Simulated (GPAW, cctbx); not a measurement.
## What do these deviations say about the bonding?

CaZnGePbO6, F-43m (no. 216), a = 7.9833 Å, b = 7.9833 Å, c = 7.9833 Å, α = 90.00°, β = 90.00°, γ = 90.00°.

| atom | mult. | x | y | z |
| --- | --- | --- | --- | --- |
| Pb1 | 4 | 0 | 0 | 0 |
| Ge1 | 4 | 1/2 | 0 | 0 |
| Zn1 | 4 | 1/4 | 3/4 | 3/4 |
| Ca1 | 4 | 1/4 | 1/4 | 3/4 |
| O1 | 24 | 1/2 | 0.2363 | 0 |

The cell comes from substitution in a known structure type and wasn't matched to any measured phase.

Absolute values of the static structure factors of the conventional cell from DFT (PBE, GPAW) against free spherical atoms, in electrons:

```csv
hkl,d (Å),free atoms,crystal
111,4.609,181.09,180.24
020,3.992,297.67,299.57
022,2.822,504.92,500.63
131,2.407,182.36,182.90
222,2.305,97.17,90.94
040,1.996,610.30,615.10
133,1.831,181.88,182.73
042,1.785,242.97,244.15
242,1.630,426.98,427.73
333,1.536,180.72,181.46
```

**Question.** Which way does charge move, and which reflections show it best?

Project each element's phase sum on the total phase. |F| rises if density moves to atoms that scatter in phase and falls if it moves to atoms that scatter against it; the rule is for low angles, since changes of shape take over beyond. Where all elements are in phase the terms compete, and the compactness of the donor's and the acceptor's density matters too.

| hkl | Pb in phase | Ge in phase | Zn in phase | Ca in phase | O in phase | change (e) | (%) |
| --- | --- | --- | --- | --- | --- | --- | --- |
| 111 | +3.9 | -3.9 | +0.9 | -0.9 | -2.0 | -0.86 | -0.5 |
| 020 | +4.0 | +4.0 | -4.0 | -4.0 | +8.1 | +1.91 | +0.6 |
| 022 | +4.0 | +4.0 | +4.0 | +4.0 | -7.8 | -4.28 | -0.8 |
| 131 | +3.9 | -3.9 | +0.9 | -0.9 | +0.7 | +0.54 | +0.3 |
| 222 | +4.0 | +4.0 | -4.0 | -4.0 | -23.6 | -6.24 | -6.4 |
| 040 | +4.0 | +4.0 | +4.0 | +4.0 | +23.5 | +4.80 | +0.8 |
| 133 | +3.9 | -3.9 | +0.8 | -0.8 | +3.3 | +0.85 | +0.5 |
| 042 | +4.0 | +4.0 | -4.0 | -4.0 | +7.6 | +1.18 | +0.5 |

Low-angle reflections that set elements apart and change by more than 0.05 e: 111, 020, 022, 131, 222, 133 and 042. The signs fit a gain of density on O and a loss on Pb, Ge, Zn and Ca, apart from 131. The best witness is 222, -6.4 %, where O enters with -23.6. The real-space density agrees: Voronoi charges Pb +0.52, Ge +0.53, Zn +0.75, Ca +0.26, O -0.34 e. The shortest bond, Ge–O, has Δρ = +0.06 e/Å³ at its midpoint, low for a shared bond; with the charge transfer this is a polar contact.

[Outputs are excerpts: Python notices, other lines and further rows are left out; steps that failed or that the build refused (PBEsol, TPSS) are not shown.]

[Logs are printed without paths, hosts, clocks, repeated set-up lines and the standing remarks that a program may print on its own settings, such as how far it seeks lower states.]
